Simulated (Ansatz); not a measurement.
# Mg on Al(100): change of the work function, part 3 of 5

How does Mg on the hollow site change the work function of Al(100) as the layer fills?

Ansatz 0.2.0; plane-wave DFT, PBE-D3(BJ), Ansatz PAW (the session's first sound run).

So far, work function, upper face (eV): step 2 (the clean slab) 4.33; step 3 (37 atoms, coverage 0.111 ML, cell 3x3) 3.56.

## Step 4: Adsorbate added, k-mesh 5×5×1, coverage 0.25 ML

System of this step: Mg/Al(100). The cell holds 17 atoms: 16 Al and 1 Mg. Cell: a = 5.728 Å, b = 5.728 Å, c = 26.009 Å, α = 90.0°, β = 90.0°, γ = 90.0°. Vacuum lies along c.

Another coverage, to see how the dipoles act on each other as their distance changes.

input.yaml

```yaml
crystal:
  lattice:
    - [5.7275649276, 0.0, 0.0]
    - [0.0, 5.7275649276, 0.0]
    - [0.0, 0.0, 26.0085902404]
  atoms:
    - { symbol: Al, position: [0.25, 0.25, 0.3460395168] }
    - { symbol: Al, position: [0.0, 0.0, 0.4238984081] }
    - { symbol: Al, position: [0.25, 0.25, 0.5035117758] }
    - { symbol: Al, position: [0.0, 0.0, 0.5823653243] }
    - { symbol: Al, position: [0.25, 0.75, 0.3460395168] }
    - { symbol: Al, position: [0.0, 0.5, 0.4238984081] }
    - { symbol: Al, position: [0.25, 0.75, 0.5035117758] }
    - { symbol: Al, position: [0.0, 0.5, 0.5823653243] }
    - { symbol: Al, position: [0.75, 0.25, 0.3460395168] }
    - { symbol: Al, position: [0.5, 0.0, 0.4238984081] }
    - { symbol: Al, position: [0.75, 0.25, 0.5035117758] }
    - { symbol: Al, position: [0.5, 0.0, 0.5823653243] }
    - { symbol: Al, position: [0.75, 0.75, 0.3460395168] }
    - { symbol: Al, position: [0.5, 0.5, 0.4238984081] }
    - { symbol: Al, position: [0.75, 0.75, 0.5035117758] }
    - { symbol: Al, position: [0.5, 0.5, 0.5823653243] }
    - { symbol: Mg, position: [0.25, 0.25, 0.6539604832] }
kpoints:
  mp_grid: { grid: [5, 5, 1] }
hamiltonian:
  xc: pbe
  dispersion: d3bj
scf:
  occupations: { method: fermi_dirac, width: 0.1 }
  convergence: { dr2_threshold: 1.0e-08 }
efield:
  axis: 3
  dipole_correction: true
  ramp_position: 0.97
  ramp_width: 0.06
relax:
  f_tol: 0.02
  max_steps: 60
  constraints: [{ sites: [0, 1, 4, 5, 8, 9, 12, 13] }]
output:
  bader: true
  dos: { projected: true, e_range: [-8, 4] }
  write_potential: true
  write_density: true
  volumetric_format: npy
  elf: true
```

Started as:

```console
$ ansatz run input.yaml --threads 4 --pin off --max-ram 6144MiB --backend cpu --events-out ev --progress --plain --runs-dir out
```

Numbers of over 12 decimals in the logs are rounded to 6 here.

Log:

```text
[...]
Crystal: 17 atoms, lattice volume = 853.212 Å³
Basis set: ecut = 420 eV, 16811 PW (Γ), exchange–correlation on 80×80×360 points (8 copies of the dense FFT grid, shifted against one another)
Bands: 46, of which v1, the nominal top of the filled ones, is band 29 counted from 1 (28 counted from 0)
Symmetry: 8 space group operations
[...]
k-points: 6 of 25
[...]
SCF iter   1: F=—  HF=-10523.657756 eV  |F-HF|=—  |Δ(HF+E_count)|=         —  Δρ=1.13e-3  dr2=9.78e-2  ethr=1.77e-3  p=0.199 e·Å  D=4.22e-2 V/Å  ΔV_dip=-1.10 eV  dr2_dipole=1.73e-2  V_vac-E_F(+/−)=3.04/4.14 eV  ⟨swp⟩=21.7  Hψ=2117  notcnv=0
[...]
SCF iter   8: F=-10523.662369 eV  HF=-10523.662369 eV  |F-HF|=3.15e-9  |Δ(HF+E_count)|=   2.61e-8  Δρ=3.39e-7  dr2=3.07e-9  ethr=1.72e-11  p=0.205 e·Å  D=4.35e-2 V/Å  ΔV_dip=-1.13 eV  dr2_dipole=1.21e-11  V_vac-E_F(+/−)=3.17/4.30 eV  ⟨swp⟩=15.3  Hψ=1916  notcnv=0
SCF 1 converged in 8 iterations: F = -10523.662369 eV  dr2 = 3.07e-9
[...]
relax step   1: F+E_penalty+E_count = -10523.66236895 eV  Δ(F+E_penalty+E_count) = +0.000e0 eV  max|allowed force component| = 3.811e-1 eV/Å  Δτ_max = 0.0000 Å  (8 SCF iters, accepted)
[...]
SCF iter   8: F=-10523.744673 eV  HF=-10523.744673 eV  |F-HF|=9.11e-10  |Δ(HF+E_count)|=   3.41e-8  Δρ=3.75e-7  dr2=4.99e-9  ethr=1.72e-11  p=0.205 e·Å  D=4.35e-2 V/Å  ΔV_dip=-1.13 eV  dr2_dipole=7.62e-10  V_vac-E_F(+/−)=3.16/4.29 eV  ⟨swp⟩=14.8  Hψ=1904  notcnv=0
SCF 2 converged in 8 iterations: F = -10523.744673 eV  dr2 = 4.99e-9
relax step   2: F+E_penalty+E_count = -10523.74467301 eV  Δ(F+E_penalty+E_count) = -8.230e-2 eV  max|allowed force component| = 1.564e-1 eV/Å  Δτ_max = 0.0907 Å  (8 SCF iters, accepted)
SCF iter   1: F=—  HF=-10523.749429 eV  |F-HF|=—  |Δ(HF+E_count)|=         —  Δρ=3.04e-4  dr2=5.05e-3  ethr=9.12e-5  p=0.205 e·Å  D=4.35e-2 V/Å  ΔV_dip=-1.13 eV  dr2_dipole=4.92e-4  V_vac-E_F(+/−)=3.16/4.29 eV  ⟨swp⟩=2.0  Hψ=609  notcnv=0  defer=2
[...]
SCF iter   7: F=-10523.748953 eV  HF=-10523.748953 eV  |F-HF|=1.35e-9  |Δ(HF+E_count)|=   1.26e-8  Δρ=2.24e-7  dr2=1.98e-9  ethr=1.72e-11  p=0.205 e·Å  D=4.35e-2 V/Å  ΔV_dip=-1.13 eV  dr2_dipole=1.31e-10  V_vac-E_F(+/−)=3.16/4.29 eV  ⟨swp⟩=12.8  Hψ=1788  notcnv=0
SCF 3 converged in 7 iterations: F = -10523.748953 eV  dr2 = 1.98e-9
relax step   3: F+E_penalty+E_count = -10523.74895285 eV  Δ(F+E_penalty+E_count) = -4.280e-3 eV  max|allowed force component| = 3.116e-2 eV/Å  Δτ_max = 0.0201 Å  (7 SCF iters, accepted)
SCF iter   1: F=—  HF=-10523.748815 eV  |F-HF|=—  |Δ(HF+E_count)|=         —  Δρ=9.65e-5  dr2=3.97e-4  ethr=1.51e-5  p=0.205 e·Å  D=4.35e-2 V/Å  ΔV_dip=-1.13 eV  dr2_dipole=4.45e-5  V_vac-E_F(+/−)=3.16/4.29 eV  ⟨swp⟩=2.0  Hψ=595  notcnv=0  defer=2
[...]
SCF iter   6: F=-10523.749207 eV  HF=-10523.749207 eV  |F-HF|=1.44e-9  |Δ(HF+E_count)|=   2.67e-8  Δρ=2.33e-7  dr2=1.52e-9  ethr=1.72e-11  p=0.206 e·Å  D=4.38e-2 V/Å  ΔV_dip=-1.14 eV  dr2_dipole=1.34e-10  V_vac-E_F(+/−)=3.15/4.29 eV  ⟨swp⟩=11.8  Hψ=1795  notcnv=0
SCF 4 converged in 6 iterations: F = -10523.749207 eV  dr2 = 1.52e-9
relax step   4: F+E_penalty+E_count = -10523.74920685 eV  Δ(F+E_penalty+E_count) = -2.540e-4 eV  max|allowed force component| = 2.765e-3 eV/Å  Δτ_max = 0.0124 Å  (6 SCF iters, accepted)
[...]
SCF converged after 6 iterations
Free energy (F): -10523.749207 eV
[...]
Internal energy: -10523.497043 eV  (E = F + TS)
E sigma→0 (E₀):  -10523.623125 eV
Entropy (-TS):   -0.252164 eV (-14.833 meV/atom)
Fermi energy:    0.183287 eV
Dipole field:    D = 0.043775 V/Å  (p = 0.206405 e·Å, saw-weighted, corrected)
Work function:   Φ+ = 3.1517 eV   Φ− = 4.2902 eV
[...]
--- Forces (eV/Å), atoms counted from 1 ---
  atom   1  Al     0.00000000     0.00000000    -0.04190525
  atom   2  Al     0.00924270     0.00924270     0.06595279
  atom   3  Al    -0.00000000     0.00000000    -0.00226210
  atom   4  Al     0.00072890     0.00072890     0.00079732
  atom   5  Al     0.00000000     0.00000000    -0.06968469
  atom   6  Al     0.00924270    -0.00924270     0.06595279
  atom   7  Al     0.00000000     0.00000000    -0.00060981
  atom   8  Al     0.00072890    -0.00072890     0.00079732
  atom   9  Al     0.00000000     0.00000000    -0.06968469
  atom  10  Al    -0.00924270     0.00924270     0.06595279
  atom  11  Al     0.00000000     0.00000000    -0.00060981
  atom  12  Al    -0.00072890     0.00072890     0.00079732
  atom  13  Al    -0.00000000     0.00000000    -0.07829817
  atom  14  Al    -0.00924270    -0.00924270     0.06595279
  atom  15  Al     0.00000000     0.00000000    -0.00119199
  atom  16  Al    -0.00072890    -0.00072890     0.00079732
  atom  17  Mg    -0.00000000     0.00000000    -0.00276453
  max |Σ_I F_I| component: 1.06e-5 eV/Å
--- Band table (eV; the first three rows and the last of 6) ---
  k-point 0: bands = [... 25 lower, -0.9424, -0.9422, -0.3847, -0.2612, -0.2612, 0.1046, 0.2530, 0.3641, ... 13 higher]
  k-point 1: bands = [... 25 lower, -0.7363, -0.2308, -0.1200, 0.0055, 0.0565, 0.2935, 0.4042, 0.4065, ... 13 higher]
  k-point 2: bands = [... 25 lower, -1.1651, -0.8264, -0.5201, 0.3919, 0.4441, 0.6473, 0.8004, 1.2676, ... 13 higher]
  k-point 5: bands = [... 25 lower, -0.1702, 0.0302, 0.0976, 0.2871, 0.4493, 0.7165, 0.7364, 1.2130, ... 13 higher]
--- Relaxed structure (4 steps of the walk, 4 accepted, 0 SCFs on fresh bases) ---
  F+E_penalty+E_count = -10523.74920685 eV   max|allowed force component| = 2.765e-3 eV/Å
  atoms:
    - { symbol: Al, position: [0.25, 0.25, 0.3460395168] }
    - { symbol: Al, position: [0.0, 0.0, 0.423898] }
    - { symbol: Al, position: [0.25, 0.25, 0.506091] }
    - { symbol: Al, position: [-0.010198, -0.010198, 0.581580] }
    - { symbol: Al, position: [0.25, 0.75, 0.3460395168] }
    - { symbol: Al, position: [0.0, 0.5, 0.423898] }
    - { symbol: Al, position: [0.25, 0.75, 0.503731] }
    - { symbol: Al, position: [-0.010198, 0.510198, 0.581580] }
    - { symbol: Al, position: [0.75, 0.25, 0.3460395168] }
    - { symbol: Al, position: [0.5, 0.0, 0.423898] }
    - { symbol: Al, position: [0.75, 0.25, 0.503731] }
    - { symbol: Al, position: [0.510198, -0.010198, 0.581580] }
    - { symbol: Al, position: [0.75, 0.75, 0.3460395168] }
    - { symbol: Al, position: [0.5, 0.5, 0.423898] }
    - { symbol: Al, position: [0.75, 0.75, 0.501126] }
    - { symbol: Al, position: [0.510198, 0.510198, 0.581580] }
    - { symbol: Mg, position: [0.25, 0.25, 0.653216] }
--- Bader charges: 17 sites ---
  site symbol  charge [e]  shift [e]
     0     Al      0.0263     0.0000
     1     Al      0.0018     0.0000
     2     Al     -0.0537     0.0000
     3     Al     -0.2452     0.0000
     4     Al      0.0139     0.0000
     5     Al      0.0017     0.0000
     6     Al     -0.0077     0.0000
     7     Al     -0.2452     0.0000
     8     Al      0.0139     0.0000
     9     Al      0.0017     0.0000
    10     Al     -0.0076     0.0000
    11     Al     -0.2452     0.0000
    12     Al     -0.0117     0.0000
    13     Al      0.0017     0.0000
    14     Al      0.0415     0.0000
    15     Al     -0.2452     0.0000
    16     Mg      0.9587     0.0002
  estimated error of the sums over rays = 3.4e-4 e
```

Wall time 2 min (4 threads of Arm Neoverse N1, shared host); peak memory 1.2 GiB; 5.9 min of CPU time.

Relaxation path:

```csv
step,energy less that of the first step (eV),largest force component (eV/Å)
1,0.0000,0.3811
2,-0.0823,0.1564
3,-0.0866,0.0312
4,-0.0868,0.0028
```

Forces are held to the 8 operations that the run works with; a distortion that breaks them can't arise in this run.

The atoms that moved most (Å):

```csv
atom,dx,dy,dz,length
Al16,0.058,0.058,-0.020,0.085
Al8,-0.058,0.058,-0.020,0.085
Al12,0.058,-0.058,-0.020,0.085
Al4,-0.058,-0.058,-0.020,0.085
Al3,0.000,0.000,0.067,0.067
Al15,0.000,0.000,-0.062,0.062
Mg17,0.000,0.000,-0.019,0.019
Al11,0.000,0.000,0.006,0.006
```

The relaxed structure:

```
Al Mg
1.0
     5.72756    0.00000    0.00000
     0.00000    5.72756    0.00000
     0.00000    0.00000   26.00859
Al Mg
16 1
Direct
  0.25000 0.25000 0.34604
  0.00000 0.00000 0.42390
  0.25000 0.25000 0.50609
  0.98980 0.98980 0.58158
  0.25000 0.75000 0.34604
  0.00000 0.50000 0.42390
  0.25000 0.75000 0.50373
  0.98980 0.51020 0.58158
  0.75000 0.25000 0.34604
  0.50000 0.00000 0.42390
  0.75000 0.25000 0.50373
  0.51020 0.98980 0.58158
  0.75000 0.75000 0.34604
  0.50000 0.50000 0.42390
  0.75000 0.75000 0.50113
  0.51020 0.51020 0.58158
  0.25000 0.25000 0.65322
```

Numbers from this step:

* energy at zero smearing: -10523.6231 eV
* work function, upper face: 3.152 eV
* work function, lower face: 4.290 eV
* dipole along the normal: 0.2064 e·Å
* step between the vacuum levels: -1.139 eV

The density of states has structure finer than the step of the table below, so its rows give means over 0.25 eV, whole bins alone (the curve runs from -8 to 1.98 eV). Peaks (eV: height): -0.420: 17.4, -0.150: 14.3, -0.090: 14.3, 0.270: 18.6, 0.510: 19.0, 1.650: 24.1, 1.830: 14.4.

The density of states by energy, zero at the Fermi level; means over each step:

energy (eV), density of states (states/eV a cell) and a bar from the least value:
```
    -7.75        4.1 ######
    -7.50        4.0 ######
    -7.25        2.4 #
    -7.00        2.9 ###
    -6.75        3.9 #####
    -6.50        3.7 #####
    -6.25        4.9 ########
    -6.00        5.8 ###########
    -5.75        4.3 ######
    -5.50        3.3 ####
    -5.25        2.0 
    -5.00        4.7 ########
    -4.75        6.5 #############
    -4.50        4.8 ########
    -4.25        6.1 ############
    -4.00        7.8 ################
    -3.75        5.2 #########
    -3.50        4.9 ########
    -3.25        4.3 #######
    -3.00        6.8 ##############
    -2.75        7.6 ################
    -2.50        4.1 ######
    -2.25        8.6 ###################
    -2.00        7.5 ################
    -1.75        9.0 ####################
    -1.50        6.5 #############
    -1.25        5.8 ###########
    -1.00        6.4 ############
    -0.75        6.1 ############
    -0.50       10.5 ########################
    -0.25        8.2 ##################
     0.00        6.4 #############
     0.25        9.9 ######################
     0.50       12.6 ##############################
     0.75        3.1 ###
     1.00        7.8 ################
     1.25        6.6 #############
     1.50        3.7 #####
     1.75       10.8 #########################
```

Projected DOS per atom over height of the atomic layer and energy from the Fermi level. Layers: Al4 Al4 Al4 Al4 Mg from below.

Values in states/eV, 22 rows by 5 columns, each cell a mean:
```
0.648 0.513 0.484 0.642 0.140
0.391 0.197 0.259 0.356 0.037
0.350 0.319 0.300 0.389 0.421
0.645 0.625 0.707 0.622 0.882
0.446 0.266 0.257 0.485 0.365
0.640 0.392 0.389 0.676 0.306
0.417 0.273 0.255 0.401 0.134
0.451 0.352 0.344 0.484 0.135
0.517 0.471 0.490 0.513 0.222
0.477 0.356 0.365 0.483 0.213
0.464 0.360 0.354 0.529 0.101
0.304 0.262 0.247 0.361 0.083
0.266 0.345 0.356 0.306 0.058
0.408 0.364 0.368 0.474 0.126
0.340 0.320 0.307 0.388 0.093
0.256 0.256 0.254 0.297 0.058
0.167 0.219 0.219 0.188 0.025
0.282 0.424 0.419 0.319 0.030
0.224 0.273 0.262 0.252 0.033
0.195 0.267 0.257 0.219 0.032
0.127 0.225 0.224 0.144 0.019
0.187 0.245 0.241 0.206 0.016
```
Columns: height of the atomic layer (Å) from 9 to 17.0 (not evenly spaced); rows upwards: energy from the Fermi level (eV) from -7.96 to 1.95.

ELF in the ca plane at fractional y = 0.250, with atoms of Al and Mg within 0.2 Å of it. It is the smooth field of the valence electrons, not physical close to the nuclei.

Ten even steps from '0' (0.00) to '9' (0.85), each cell a mean:
```
89987667766677777666666655544321100000000000
99756665555675467654444332211100000000000000
95112554334641015543222110000000000000000000
93341443224631203532211100000000000000000000
95212554334651015543322110000000000000000000
99756665555675467654444332211100000000000000
89987667766677777666666655544332100000000000
78987677766667777666777654567764310000000000
89887766655677677665666311147887531000000000
97424654444663236654442133115998642100000000
94231453224640203542221343414999753100000000
94231453224640203542221343414999753100000000
97424654444663136654442133115998642100000000
89987766655677677665666310147887531000000000
78987677776667777666777754567764310000000000
```
Columns run along c (16.0 Å, from fractional 0.31 to 0.92 of the cell), rows up along a (5.7 Å). Atoms in or near the plane, at fractional coordinates: Al at (0.35, 0.25), Al at (0.51, 0.25), Al at (0.35, 0.75), Al at (0.50, 0.75), Mg at (0.65, 0.25).

Valence density in the ca plane at fractional y = 0.250, with atoms of Al and Mg within 0.2 Å of it. It is the smooth field of the valence electrons, not physical close to the nuclei.

Ten steps, logarithmic in the rise over the least value, from '0' (0 e/Å³) to '9' (16 e/Å³), each cell a mean:
```
11111111111111111111111000000000000000000000
11111111111111111111110000000000000000000000
11111111111111011111000000000000000000000000
11001111111110001111000000000000000000000000
11111111111111011111000000000000000000000000
11111111111111111111110000000000000000000000
11111111111111111111111000000000000000000000
01111111111111111111111100000000000000000000
11111111111111111111111111000000000000000000
11111111111111111111111366300000000000000000
11001111111110001111111699610000000000000000
11001111111110001111111699610000000000000000
11111111111111111111111255200000000000000000
11111111111111111111111111000000000000000000
01111111111111111111111100000000000000000000
```
Columns run along c (16.0 Å, from fractional 0.31 to 0.92 of the cell), rows up along a (5.7 Å). Atoms in or near the plane, at fractional coordinates: Al at (0.35, 0.25), Al at (0.51, 0.25), Al at (0.35, 0.75), Al at (0.50, 0.75), Mg at (0.65, 0.25).

Electrostatic potential energy in the ca plane at fractional y = 0.250, with atoms of Al and Mg within 0.2 Å of it. With pseudopotentials it is smooth inside the atoms' cores, unlike the true potential.

Ten even steps from '0' (-19 eV) to '9' (4 eV), each cell a mean:
```
87667888788886678888889999999999999999999999
74113688888751125888899999999999999999999999
50230378998611312789999999999999999999999999
40451278998504621689999999999999999999999999
50220378998611312789999999999999999999999999
74113688888752125888899999999999999999999999
87667888788876678888889999999999999999999999
98778888778887778888888888889999999999999999
86445788888874346888888654678999999999999999
62011478888730103789986200257899999999999999
40451278998612531589984000047899999999999999
40451278998612531589984000047899999999999999
62011478888730103789986200257899999999999999
86445788888875347888888655678999999999999999
98778888778887778888888888889999999999999999
```
Columns run along c (16.0 Å, from fractional 0.31 to 0.92 of the cell; values clipped at the 3rd and 97th percentile), rows up along a (5.7 Å). Atoms in or near the plane, at fractional coordinates: Al at (0.35, 0.25), Al at (0.51, 0.25), Al at (0.35, 0.75), Al at (0.50, 0.75), Mg at (0.65, 0.25).

The relaxation took 4 steps and lowered the energy by 0.087 eV; the largest force on the free atoms ends at 0.0028 eV/Å.

By hand: a sheet of dipoles makes a step −p/(ε₀A) in the electron's potential. With e/ε₀ = 180.95 V·Å, p = 0.2064 e·Å and A = 32.80 Å², that is −180.95 × (0.2064) / 32.80 = -1.139 eV, and the two vacuum levels of the run differ by -1.139 eV.

The covered face has 3.15 eV, -1.18 eV against the clean one; the bare back face has moved by -0.05 eV, a measure of how thin the slab is.

## Step 5: The covered slab, k-mesh 5×5×1, coverage 0.5 ML

System of this step: Mg/Al(100). The cell holds 18 atoms: 16 Al and 2 Mg. Its edges and angles: a = 5.728 Å, b = 5.728 Å, c = 26.009 Å, α = 90.0°, β = 90.0°, γ = 90.0°. Vacuum lies along c.

Another coverage, to see how the dipoles act on each other as their distance changes.

input.yaml: that of step 4 with these lines changed.

```diff
@@ -23,2 +23,3 @@
     - { symbol: Mg, position: [0.25, 0.25, 0.6539604832] }
+    - { symbol: Mg, position: [0.75, 0.75, 0.6539604832] }
 kpoints:
@@ -46,2 +47 @@
   volumetric_format: npy
-  elf: true
```

Log:

```text
[...]
Crystal: 18 atoms, lattice volume = 853.212 Å³
Basis set: ecut = 420 eV, 16811 PW (Γ), exchange–correlation on 80×80×360 points (8 copies of the dense FFT grid, shifted against one another)
Bands: 52, of which v1, the nominal top of the filled ones, is band 34 counted from 1 (33 counted from 0)
Symmetry: 16 space group operations
[...]
2     Al      0.0156     0.0000
     3     Al     -0.4377     0.0000
     4     Al      0.0141     0.0000
     5     Al     -0.0011     0.0000
     6     Al     -0.0033     0.0000
     7     Al     -0.4377     0.0000
[...]
14     Al      0.0156     0.0000
    15     Al     -0.4377     0.0000
    16     Mg      0.8510     0.0001
    17     Mg      0.8509     0.0001
  estimated error of the sums over rays = 3.2e-4 e
[key lines of the parts left out:]
SCF converged after 7 iterations
Free energy (F): -12447.898522 eV
Fermi energy:    0.290531 eV
Dipole field:    D = 0.027113 V/Å  (p = 0.127841 e·Å, saw-weighted, corrected)
Work function:   Φ+ = 3.6321 eV   Φ− = 4.3373 eV
```

It took 1.9 min on 4 threads; peak memory 1.3 GiB.

Relaxation path:

```
step  energy less that of the first step (eV)  largest force component (eV/Å)
   1                                   0.0000                          0.7666
   2                                  -0.1610                          0.0914
   3                                  -0.1665                          0.0159
```

The run keeps the 16 symmetry operations that it works with, so distortions that break them were not tested.

The atoms that moved most (Å):

```csv
atom,dx,dy,dz,length
Mg18,0.000,0.000,0.206,0.206
Mg17,0.000,0.000,0.206,0.206
Al7,0.000,0.000,0.017,0.017
Al11,0.000,0.000,0.017,0.017
Al12,0.000,0.000,-0.015,0.015
Al16,0.000,0.000,-0.015,0.015
Al8,0.000,0.000,-0.015,0.015
Al4,0.000,0.000,-0.015,0.015
```

The relaxed structure:

```xyz
18
Lattice="5.7276 0.0000 0.0000 0.0000 5.7276 0.0000 0.0000 0.0000 26.0086" Properties=species:S:1:pos:R:3
Al    1.4319    1.4319    9.0000
Al    0.0000    0.0000   11.0250
Al    1.4319    1.4319   13.1010
Al    0.0000    0.0000   15.1311
Al    1.4319    4.2957    9.0000
Al    0.0000    2.8638   11.0250
Al    1.4319    4.2957   13.1125
Al    0.0000    2.8638   15.1311
Al    4.2957    1.4319    9.0000
Al    2.8638    0.0000   11.0250
Al    4.2957    1.4319   13.1125
Al    2.8638    0.0000   15.1311
Al    4.2957    4.2957    9.0000
Al    2.8638    2.8638   11.0250
Al    4.2957    4.2957   13.1010
Al    2.8638    2.8638   15.1311
Mg    1.4319    1.4319   17.2142
Mg    4.2957    4.2957   17.2142
```

The relaxation took 3 steps and lowered the energy by 0.17 eV; the largest force on the free atoms ends at 0.016 eV/Å.

The covered face has 3.63 eV, -0.70 eV against the clean one; the bare back face has moved by +0.00 eV, a measure of how thin the slab is.

(Continued in part 4 of 5.)

[Logs are printed without paths, hosts, clocks, repeated set-up lines and the standing remarks that a program may print on its own settings, such as how far it seeks lower states.]

[Hosts, paths, dates, database ids (printed as entryN), source tags and the programs' standing remarks are cut or masked in the printed files.]

[Maps of the electrostatic potential energy from Ansatz leave out the sawtooth potential of an applied field or a dipole correction, so their vacuum need not be flat; planar profiles and work functions include it.]

[The density of states shown here was stored with 400 of the rows of the run's finer table, so its peaks can read low, often by over a quarter, or be missed, and its means over a window can be off by a tenth or more.]
